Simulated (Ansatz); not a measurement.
## SnO2 (P4_2/mnm): the host for defect calculations

Aim: the runs on the perfect crystal SnO2 (P4_2/mnm) that a defect calculation needs first.

Main program and level: Ansatz 0.2.0; plane-wave PAW DFT, r2SCAN; single point of the host's primitive cell on a dense mesh; PAW set soft_1, in the first sound run; inputs show where later runs differ.

**1. The structure**

The structure is tetragonal, space group P4_2/mnm (No. 136). Conventional cell: a = 4.758 Å, b = 4.758 Å, c = 3.201 Å, α = 90.00°, β = 90.00°, γ = 90.00°. Nearest to Sn lie 6 O at 2.06 to 2.07 Å. Nearest to O lie 3 Sn at 2.06 to 2.07 Å. Farther neighbours and most contacts between anions are not listed.

**2. Primitive cell on a dense mesh**

A dense mesh gives the host's converged energy, against which the supercell's sampling is tested.

Contents of dense/input.yaml:

```yaml
crystal:
  lattice:
    - [4.7577515366, 0.0, 0.0]
    - [0.0, 4.7577515366, 0.0]
    - [0.0, 0.0, 3.2006814648]
  atoms:
    - { symbol: Sn, position: [0.5, 0.5, 0.5] }
    - { symbol: Sn, position: [0.0, 0.0, 0.0] }
    - { symbol: O, position: [0.1940572332, 0.8059427668, 0.5] }
    - { symbol: O, position: [0.8059427668, 0.1940572332, 0.5] }
    - { symbol: O, position: [0.3059427668, 0.3059427668, 0.0] }
    - { symbol: O, position: [0.6940572332, 0.6940572332, 0.0] }
basis:
  ecutwfc: 500
  xc_grid: 2
hamiltonian:
  xc: r2scan
  pseudopotentials: { kind: paw, azcp: { folder: soft_1 } }
kpoints:
  mp_grid: { grid: [6, 6, 9] }
scf:
  occupations: { method: fermi_dirac, width: 0.01 }
  max_iter: 80
```

Command:

```
ansatz run input.yaml --threads 4 --pin off --max-ram 7536MiB --backend cpu --events-out ev --progress --plain --runs-dir out
```

Numbers of over 12 decimals in the logs are rounded to 6 here.

The program printed:

```text
Engine: ansatz 0.2.0, aarch64-unknown-linux-gnu
Pseudopotentials: kind: paw
Pseudopotential: Sn, paw, valence charge 14, recommended cutoff 500 eV (meta_gga), soft_1/Sn.paw.azcp
Pseudopotential: O, paw, valence charge 6, recommended cutoff 500 eV (meta_gga), soft_1/O.paw.azcp
Functional definition: r2SCAN
  parameter k0 = 0.174
  parameter k1 = 0.065
  parameter a1 = 4.9479
  exchange = r2scan_x(k0 = k0, k1 = k1, a1 = a1)
  correlation = r2scan_c
Crystal: 6 atoms, lattice volume = 72.451 Å³
Basis set: ecut = 500 eV, 1867 PW (Γ), exchange–correlation on 72×72×48 points (8 copies of the dense FFT grid, shifted against one another)
Bands: 32, of which v1, the nominal top of the filled ones, is band 26 counted from 1 (25 counted from 0)
Symmetry: 16 space group operations
Space group: P42/mnm (ITA 136), of the structure as read, at distance tolerance 4.2e-5 Å
k-points: 50 of 324
Non-local potential: Sn, projectors of the file, l = 0: 2, l = 1: 2, l = 2: 2, l = 3: 1
Non-local potential: O, projectors of the file, l = 0: 2, l = 1: 2, l = 2: 1
PAW form: soft (Blöchl's): semilocal exchange-correlation on the pseudo side does not see the compensation charge
PAW frozen core: Sn, regenerated for the run's functional (the file was generated under x = pbe(κ = 0.804, μ = 0.219515), c = pbe(β = 0.066725))
PAW frozen core: O, regenerated for the run's functional (the file was generated under x = pbe(κ = 0.804, μ = 0.219515), c = pbe(β = 0.066725))
PAW one-centre angular grid: Sn, 590 points (default); XC on 160 Gauss nodes
PAW one-centre angular grid: O, 302 points (default); XC on 160 Gauss nodes
Initial density: superposition of atomic densities (chi_scale 0.1, normalization cell, long waves kept (reshape's long-wave potential 0.00 eV rms))
Initial wavefunctions: pseudopotential atomic-orbital guess
Functional: x = r2scan, c = r2scan; τ floored in thin density (d = 2e-4 eV/Å³)
SCF iter   1: F=—  HF=-14352.796246 eV  |F-HF|=—  |Δ(HF+E_count)|=         —  Δρ=8.33e-2  dr2=4.00e0  dr2_τ=5.13e-1  ethr=3.10e-3  ⟨swp⟩=6.1  Hψ=7373  notcnv=0
preconditioner: auto → Resta (q_TF=auto, 2.582 Å⁻¹)  ε∞=3.2  [insulator: Δε(μ)=2.000 eV  Ē_g=21.125 eV  σ=0.010 eV  W_gap=1.00  n_scr=18 (ndim 8)  ℏωp=31.5 eV  f_vac=0.000  D(μ)=0.00/eV (n_scr^D=0)  ε∞_Penn≈3.2]
SCF iter   2: F=—  HF=-14352.423500 eV  |F-HF|=—  |Δ(HF+E_count)|=   3.73e-1  Δρ=4.08e-2  dr2=6.40e-1  dr2_τ=6.60e-2  ethr=3.10e-3  ⟨swp⟩=2.0  Hψ=3005  notcnv=0  defer=88
SCF iter   3: F=—  HF=-14352.557127 eV  |F-HF|=—  |Δ(HF+E_count)|=   1.34e-1  Δρ=1.35e-2  dr2=1.03e-1  dr2_τ=7.75e-3  ethr=1.23e-3  ⟨swp⟩=3.1  Hψ=2809  notcnv=0  defer=38
automatic band count: iteration 3 solves 31 bands in place of 32: the levels show a gap, and the empty bands left out lie too high to hold charge; the band table lists the bands solved (type scf.n_extra_bands for more)
SCF iter   4: F=—  HF=-14352.566054 eV  |F-HF|=—  |Δ(HF+E_count)|=   8.93e-3  Δρ=2.49e-3  dr2=2.24e-3  dr2_τ=3.72e-4  ethr=1.99e-4  ⟨swp⟩=2.2  Hψ=2334  notcnv=0  defer=38
SCF iter   5: F=—  HF=-14352.567322 eV  |F-HF|=—  |Δ(HF+E_count)|=   1.27e-3  Δρ=6.19e-4  dr2=1.52e-4  dr2_τ=1.66e-5  ethr=4.31e-6  ⟨swp⟩=2.0  Hψ=2290  notcnv=0  defer=38
SCF iter   6: F=—  HF=-14352.567420 eV  |F-HF|=—  |Δ(HF+E_count)|=   9.78e-5  Δρ=1.10e-4  dr2=6.09e-6  dr2_τ=7.06e-7  ethr=2.92e-7  ⟨swp⟩=2.1  Hψ=2420  notcnv=0  defer=38
SCF iter   7: F=—  HF=-14352.567425 eV  |F-HF|=—  |Δ(HF+E_count)|=   5.12e-6  Δρ=9.10e-6  dr2=4.81e-8  dr2_τ=3.28e-9  ethr=1.92e-10  ⟨swp⟩=2.4  Hψ=5298  notcnv=0
SCF iter   8: F=-14352.567425 eV  HF=-14352.567425 eV  |F-HF|=5.04e-10  |Δ(HF+E_count)|=   2.84e-8  Δρ=1.72e-6  dr2=2.04e-9  dr2_τ=1.23e-10  ethr=9.25e-11  ⟨swp⟩=1.0  Hψ=4196  notcnv=0
SCF 1 converged in 8 iterations: F = -14352.567425 eV  dr2 = 2.04e-9
  greatest PAW one-centre occupation: 0.995 electrons in one spin orbital (limit 2), on the Sn atom at site 0 (counted from 0), in its partial waves of l = 2
SCF converged after 8 iterations
Free energy (F): -14352.567425 eV
Harris-Foulkes:  -14352.567425 eV  (|F-HF|=5.04e-10)
Internal energy: -14352.567425 eV  (E = F + TS)
E sigma→0 (E₀):  -14352.567425 eV
Fermi energy:    9.831411 eV
--- Per-component energies (eV) ---
  E_band       = -161.230973
  E_kinetic    = 1021.277798
  E_local      = -3187.884979  (includes V_loc(G=0)·N_el)
  E_nonlocal   = 497.905829
  E_hartree    = 1454.875474
  E_xc         = -512.835876
  E_vxc        = -575.786644  (∫ρ·V_xc dr)
  E_paw        = -9460.289668  (= ΣΔE_a)
  E_vpaw       = -862.593355  (= ΣTr[D̂ρ^β])
  E_aug_tail   = 0.001225  (compensation charges beyond the density's cutoff)
  E_vtau       = 36.098586  (kinetic-family band-sum trace: ∫τ·v_τ [+ j·A + Jᵃ·Aᵃ] dr)
  E_ewald      = -4166.960106
  E_core_change = 1.342878  (= ΣΔE_core)
  E_smearing   = -0.000000  (= −TS)
  E_closure    = -0.000000  (closes the sum)
  Σ components = -14352.567425   (vs F -14352.567425, Δ=0.00e0)
```

It took 4 s on 4 threads of Arm Neoverse V1, shared host; peak memory 0.41 GiB; 14 s of CPU time.

Reading the cycles: dr2 is the Hartree energy of the density residual (eV), the measure of convergence; HF is the Harris–Foulkes estimate of the energy, which meets the free energy F at convergence.

**3. Self-consistent run**

This step: plane-wave PAW DFT, r2SCAN; single point of the defect-free supercell, a test of its k-points; PAW set soft_1 (Ansatz 0.2.0).

System of this step: SnO2 (P4_2/mnm). The structure is tetragonal, space group P4_2/mnm (No. 136). Conventional cell: a = 4.758 Å, b = 4.758 Å, c = 3.201 Å, α = 90.00°, β = 90.00°, γ = 90.00°. Nearest to Sn lie 6 O at 2.06 to 2.07 Å. Nearest to O lie 3 Sn at 2.06 to 2.07 Å. Farther neighbours and most contacts between anions are not listed.

Contents of pristine.sampling/input.yaml:

```yaml
crystal:
  lattice:
    - [4.7577515366, 4.7577515366, 0.0]
    - [-4.7577515366, 4.7577515366, 0.0]
    - [0.0, 0.0, 6.4013629297]
  atoms:
    - { symbol: Sn, position: [0.0, 0.5, 0.25] }
    - { symbol: Sn, position: [0.5, 0.0, 0.25] }
    - { symbol: Sn, position: [0.0, 0.0, 0.0] }
    - { symbol: Sn, position: [0.5, 0.5, 0.0] }
    - { symbol: O, position: [0.0, 0.8059427668, 0.25] }
    - { symbol: O, position: [0.5, 0.3059427668, 0.25] }
    - { symbol: O, position: [0.0, 0.1940572332, 0.25] }
    - { symbol: O, position: [0.5, 0.6940572332, 0.25] }
    - { symbol: O, position: [0.3059427668, 0.0, 0.0] }
    - { symbol: O, position: [0.8059427668, 0.5, 0.0] }
    - { symbol: O, position: [0.1940572332, 0.5, 0.0] }
    - { symbol: O, position: [0.6940572332, 0.0, 0.0] }
    - { symbol: Sn, position: [0.0, 0.5, 0.75] }
    - { symbol: Sn, position: [0.5, 0.0, 0.75] }
    - { symbol: Sn, position: [0.0, 0.0, 0.5] }
    - { symbol: Sn, position: [0.5, 0.5, 0.5] }
    - { symbol: O, position: [0.0, 0.8059427668, 0.75] }
    - { symbol: O, position: [0.5, 0.3059427668, 0.75] }
    - { symbol: O, position: [0.0, 0.1940572332, 0.75] }
    - { symbol: O, position: [0.5, 0.6940572332, 0.75] }
    - { symbol: O, position: [0.3059427668, 0.0, 0.5] }
    - { symbol: O, position: [0.8059427668, 0.5, 0.5] }
    - { symbol: O, position: [0.1940572332, 0.5, 0.5] }
    - { symbol: O, position: [0.6940572332, 0.0, 0.5] }
basis:
  ecutwfc: 500
  xc_grid: 2
hamiltonian:
  xc: r2scan
  pseudopotentials: { kind: paw, azcp: { folder: soft_1 } }
kpoints:
  mp_grid: { grid: [1, 1, 1], shift: [0.25, 0.25, 0.25] }
scf:
  occupations: { method: fermi_dirac, width: 0.01 }
  max_iter: 80
```

The program printed:

```text
[...]
Crystal: 24 atoms, lattice volume = 289.805 Å³
Basis set: ecut = 500 eV, 7367 PW (Γ), exchange–correlation on 100×100×96 points (8 copies of the dense FFT grid, shifted against one another)
Bands: 128, of which v1, the nominal top of the filled ones, is band 104 counted from 1 (103 counted from 0)
Symmetry: 16 space group operations
k-points: 1
[...]
SCF iter   1: F=—  HF=-57411.203777 eV  |F-HF|=—  |Δ(HF+E_count)|=         —  Δρ=8.32e-2  dr2=1.59e1  dr2_τ=2.05e0  ethr=3.10e-3  ⟨swp⟩=6.0  Hψ=496  notcnv=0
[...]
SCF iter   8: F=-57410.300783 eV  HF=-57410.300783 eV  |F-HF|=1.09e-10  |Δ(HF+E_count)|=   1.29e-7  Δρ=1.35e-6  dr2=5.02e-9  dr2_τ=3.22e-10  ethr=7.77e-11  ⟨swp⟩=1.0  Hψ=293  notcnv=0
SCF 1 converged in 8 iterations: F = -57410.300783 eV  dr2 = 5.02e-9
[...]
SCF converged after 8 iterations
Free energy (F): -57410.300783 eV
[...]
Internal energy: -57410.300783 eV  (E = F + TS)
E sigma→0 (E₀):  -57410.300783 eV
Fermi energy:    10.595672 eV
[...]
```

Run time: 1.9 s. Hardware: 4 threads; peak memory 0.58 GiB.

This step gave:

| Item | Value |
| --- | --- |
| energy over dense mesh | -0.001295 eV/atom |

**4. Defect free supercell relaxed from its symmetric sites**

This cell, the one that will hold the defects, is built from the relaxed host. Its coarser k-points can move the atoms a little, so it is relaxed from the symmetric sites, as the reference for the test of stability.

This step: plane-wave PAW DFT, r2SCAN; relaxation of the defect-free supercell from its symmetric sites; PAW set soft_1 (Ansatz 0.2.0).

pristine.symmetric/input.yaml, as its differences from pristine.sampling/input.yaml of step 3:

```diff
@@ -41 +41,12 @@
   max_iter: 80
+output:
+  forces: true
+relax:
+  f_tol: 0.01
+  max_steps: 60
+  escape_saddle: false
+checkpoint:
+  write: "../pristine.symmetric.run"
+  compress: false
+  write_wavefunctions: false
+  write_every: 100000
```

The program printed:

```text
[... repeated set-up lines and file paths are left out, and long positions are rounded to six places ...]
[...]
Crystal: 24 atoms, lattice volume = 289.805 Å³
Basis set: ecut = 500 eV, 7367 PW (Γ), exchange–correlation on 100×100×96 points (8 copies of the dense FFT grid, shifted against one another)
Bands: 128, of which v1, the nominal top of the filled ones, is band 104 counted from 1 (103 counted from 0)
Symmetry: 16 space group operations
k-points: 1
[...]
SCF iter   1: F=—  HF=-57411.203778 eV  |F-HF|=—  |Δ(HF+E_count)|=         —  Δρ=8.32e-2  dr2=1.59e1  dr2_τ=2.05e0  ethr=3.10e-3  ⟨swp⟩=6.0  Hψ=496  notcnv=0
[...]
SCF iter   7: F=-57410.300783 eV  HF=-57410.300783 eV  |F-HF|=8.98e-8  |Δ(HF+E_count)|=   3.56e-6  Δρ=9.11e-6  dr2=1.87e-7  dr2_τ=1.20e-8  ethr=1.20e-9  ⟨swp⟩=5.0  Hψ=483  notcnv=0
SCF 1 converged in 7 iterations: F = -57410.300783 eV  dr2 = 1.87e-7
[...]
relax step   1: F+E_penalty+E_count = -57410.30078294 eV  Δ(F+E_penalty+E_count) = +0.000e0 eV  max|allowed force component| = 1.128e-2 eV/Å  Δτ_max = 0.0000 Å  (7 SCF iters, dr2 threshold 2.50e-6 eV, accepted)
[... the SCF cycles and remarks between the steps are left out from here to the last step ...]
relax step   2: F+E_penalty+E_count = -57410.30161898 eV  Δ(F+E_penalty+E_count) = -8.360e-4 eV  max|allowed force component| = 7.888e-3 eV/Å  Δτ_max = 0.0040 Å  (5 SCF iters, accepted)
SCF iter   1: F=—  HF=-57410.298135 eV  |F-HF|=—  |Δ(HF+E_count)|=         —  Δρ=2.17e-3  dr2=3.69e-3  dr2_τ=1.04e-1  ethr=1.78e-5  ⟨swp⟩=3.0  Hψ=265  notcnv=0  defer=9
[...]
SCF iter   7: F=-57410.302759 eV  HF=-57410.302759 eV  |F-HF|=2.21e-9  |Δ(HF+E_count)|=   7.57e-8  Δρ=1.98e-6  dr2=6.99e-9  dr2_τ=7.02e-10  ethr=4.81e-11  ⟨swp⟩=5.0  Hψ=396  notcnv=0
SCF 3 converged in 7 iterations: F = -57410.302759 eV  dr2 = 6.99e-9
relax step   3: F+E_penalty+E_count = -57410.30275901 eV  Δ(F+E_penalty+E_count) = -1.140e-3 eV  max|allowed force component| = 1.133e-3 eV/Å  Δτ_max = 0.0135 Å  (7 SCF iters, accepted)
iter 1 solved again at ethr=3.30e-12 eV; its pass at ethr=3.10e-3 eV (dr2=6.86e-9 eV) is discarded
[...]
SCF iter   2: F=-57410.302759 eV  HF=-57410.302759 eV  |F-HF|=4.22e-10  |Δ(HF+E_count)|=  8.15e-10  Δρ=9.85e-7  dr2=1.90e-9  dr2_τ=9.41e-11  ethr=3.30e-12  ⟨swp⟩=3.0  Hψ=267  notcnv=0
SCF 4 converged in 2 iterations: F = -57410.302759 eV  dr2 = 1.90e-9
SCF converged after 2 iterations
Free energy (F): -57410.302759 eV
[...]
Internal energy: -57410.302759 eV  (E = F + TS)
E sigma→0 (E₀):  -57410.302759 eV
Fermi energy:    10.590683 eV
[...]
--- Forces (eV/Å), atoms counted from 1 ---
  atom   1  Sn     0.00000000     0.00000000    -0.00000000
  atom   2  Sn     0.00000000     0.00000000    -0.00000000
  atom   3  Sn    -0.00000000    -0.00000000    -0.00000000
  atom   4  Sn    -0.00000000    -0.00000000    -0.00000000
  atom   5  O     -0.00112377     0.00038979    -0.00063632
  atom   6  O     -0.00112377     0.00038979    -0.00063632
  atom   7  O      0.00112377    -0.00038979     0.00063632
  atom   8  O      0.00112377    -0.00038979     0.00063632
  atom   9  O      0.00112377     0.00038979    -0.00063632
  atom  10  O      0.00112377     0.00038979    -0.00063632
  atom  11  O     -0.00112377    -0.00038979     0.00063632
  atom  12  O     -0.00112377    -0.00038979     0.00063632
  atom  13  Sn     0.00000000     0.00000000    -0.00000000
  atom  14  Sn     0.00000000     0.00000000    -0.00000000
  atom  15  Sn     0.00000000    -0.00000000    -0.00000000
  atom  16  Sn    -0.00000000    -0.00000000    -0.00000000
  atom  17  O     -0.00112377     0.00038979    -0.00063632
  atom  18  O     -0.00112377     0.00038979    -0.00063632
  atom  19  O      0.00112377    -0.00038979     0.00063632
  atom  20  O      0.00112377    -0.00038979     0.00063632
  atom  21  O      0.00112377     0.00038979    -0.00063632
  atom  22  O      0.00112377     0.00038979    -0.00063632
  atom  23  O     -0.00112377    -0.00038979     0.00063632
  atom  24  O     -0.00112377    -0.00038979     0.00063632
  max |Σ_I F_I| component: 2.17e-19 eV/Å
--- Relaxed structure (3 steps of the walk, 3 accepted, 0 SCFs on fresh bases) ---
  F+E_penalty+E_count = -57410.30275901 eV   max|allowed force component| = 1.133e-3 eV/Å
  atoms:
    - { symbol: Sn, position: [0.0, 0.5, 0.25] }
    - { symbol: Sn, position: [0.5, 0.0, 0.25] }
    - { symbol: Sn, position: [0, 0, 0] }
    - { symbol: Sn, position: [0.5, 0.5, 0] }
    - { symbol: O, position: [0.002591, 0.805945, 0.250128] }
    - { symbol: O, position: [0.502591, 0.305945, 0.250128] }
    - { symbol: O, position: [-0.002591, 0.194055, 0.249872] }
    - { symbol: O, position: [0.497409, 0.694055, 0.249872] }
    - { symbol: O, position: [0.305945, 0.002591, 0.000128] }
    - { symbol: O, position: [0.805945, 0.502591, 0.000128] }
    - { symbol: O, position: [0.194055, 0.497409, -0.000128] }
    - { symbol: O, position: [0.694055, -0.002591, -0.000128] }
    - { symbol: Sn, position: [0.0, 0.5, 0.750000] }
    - { symbol: Sn, position: [0.5, 0.0, 0.750000] }
    - { symbol: Sn, position: [0, 0, 0.5] }
    - { symbol: Sn, position: [0.5, 0.5, 0.5] }
    - { symbol: O, position: [0.002591, 0.805945, 0.750128] }
    - { symbol: O, position: [0.502591, 0.305945, 0.750128] }
    - { symbol: O, position: [-0.002591, 0.194055, 0.749872] }
    - { symbol: O, position: [0.497409, 0.694055, 0.749872] }
    - { symbol: O, position: [0.305945, 0.002591, 0.500128] }
    - { symbol: O, position: [0.805945, 0.502591, 0.500128] }
    - { symbol: O, position: [0.194055, 0.497409, 0.499872] }
    - { symbol: O, position: [0.694055, -0.002591, 0.499872] }
```

Run time: 5.3 s. Hardware: 4 threads; peak memory 0.6 GiB.

Step by step:

| step | energy less that of the first step (eV) | largest force component (eV/Å) |
| --- | --- | --- |
| 1 | 0.0000 | 0.0113 |
| 2 | -0.0008 | 0.0079 |
| 3 | -0.0020 | 0.0011 |

The run keeps the 16 symmetry operations that it works with, so distortions that break them were not tested.

The atoms that moved most (Å):

| atom | dx | dy | dz | length |
| --- | --- | --- | --- | --- |
| O20 | -0.012 | -0.012 | -0.001 | 0.017 |
| O8 | -0.012 | -0.012 | -0.001 | 0.017 |
| O11 | 0.012 | -0.012 | -0.001 | 0.017 |
| O12 | 0.012 | -0.012 | -0.001 | 0.017 |
| O10 | -0.012 | 0.012 | 0.001 | 0.017 |
| O22 | -0.012 | 0.012 | 0.001 | 0.017 |
| O24 | 0.012 | -0.012 | -0.001 | 0.017 |
| O23 | 0.012 | -0.012 | -0.001 | 0.017 |

The relaxed structure:

```xyz
24
Lattice="4.7578 4.7578 0.0000 -4.7578 4.7578 0.0000 0.0000 0.0000 6.4014" Properties=species:S:1:pos:R:3 pbc="T T T"
Sn   -2.3789    2.3789    1.6003
Sn    2.3789    2.3789    1.6003
Sn    0.0000    0.0000    0.0000
Sn    0.0000    4.7578    0.0000
O    -3.8222    3.8468    1.6012
O     0.9356    3.8468    1.6012
O    -0.9356    0.9109    1.5995
O    -0.9356    5.6687    1.5995
O     1.4433    1.4679    0.0008
O     1.4433    6.2257    0.0008
O    -1.4433    3.2898   -0.0008
O     3.3145    3.2898   -0.0008
Sn   -2.3789    2.3789    4.8010
Sn    2.3789    2.3789    4.8010
Sn    0.0000    0.0000    3.2007
Sn    0.0000    4.7578    3.2007
O    -3.8222    3.8468    4.8018
O     0.9356    3.8468    4.8018
O    -0.9356    0.9109    4.8002
O    -0.9356    5.6687    4.8002
O     1.4433    1.4679    3.2015
O     1.4433    6.2257    3.2015
O    -1.4433    3.2898    3.1999
O     3.3145    3.2898    3.1999
```

From the first step to the last the energy fell by 0.002 eV, and the largest move was 0.017 Å (O20 and 15 other atoms alike).

(Continued in part 2 of 2.)

[Logs are printed without paths, hosts, clocks, repeated set-up lines and the standing remarks that a program may print on its own settings, such as how far it seeks lower states.]

[Hosts, paths, dates, database ids (printed as entryN), source tags and the programs' standing remarks are cut or masked in the printed files.]

[Runs of the host that timed out are not shown.]

[For some hosts the program warned that the k-mesh of the response run may be too coarse for force constants and the static dielectric constant; such warnings are not always shown.]

[The program warned that the k-mesh of a response run behind this text may be too coarse: force constants, and the static dielectric constant and all else formed from them, are not shown converged.]
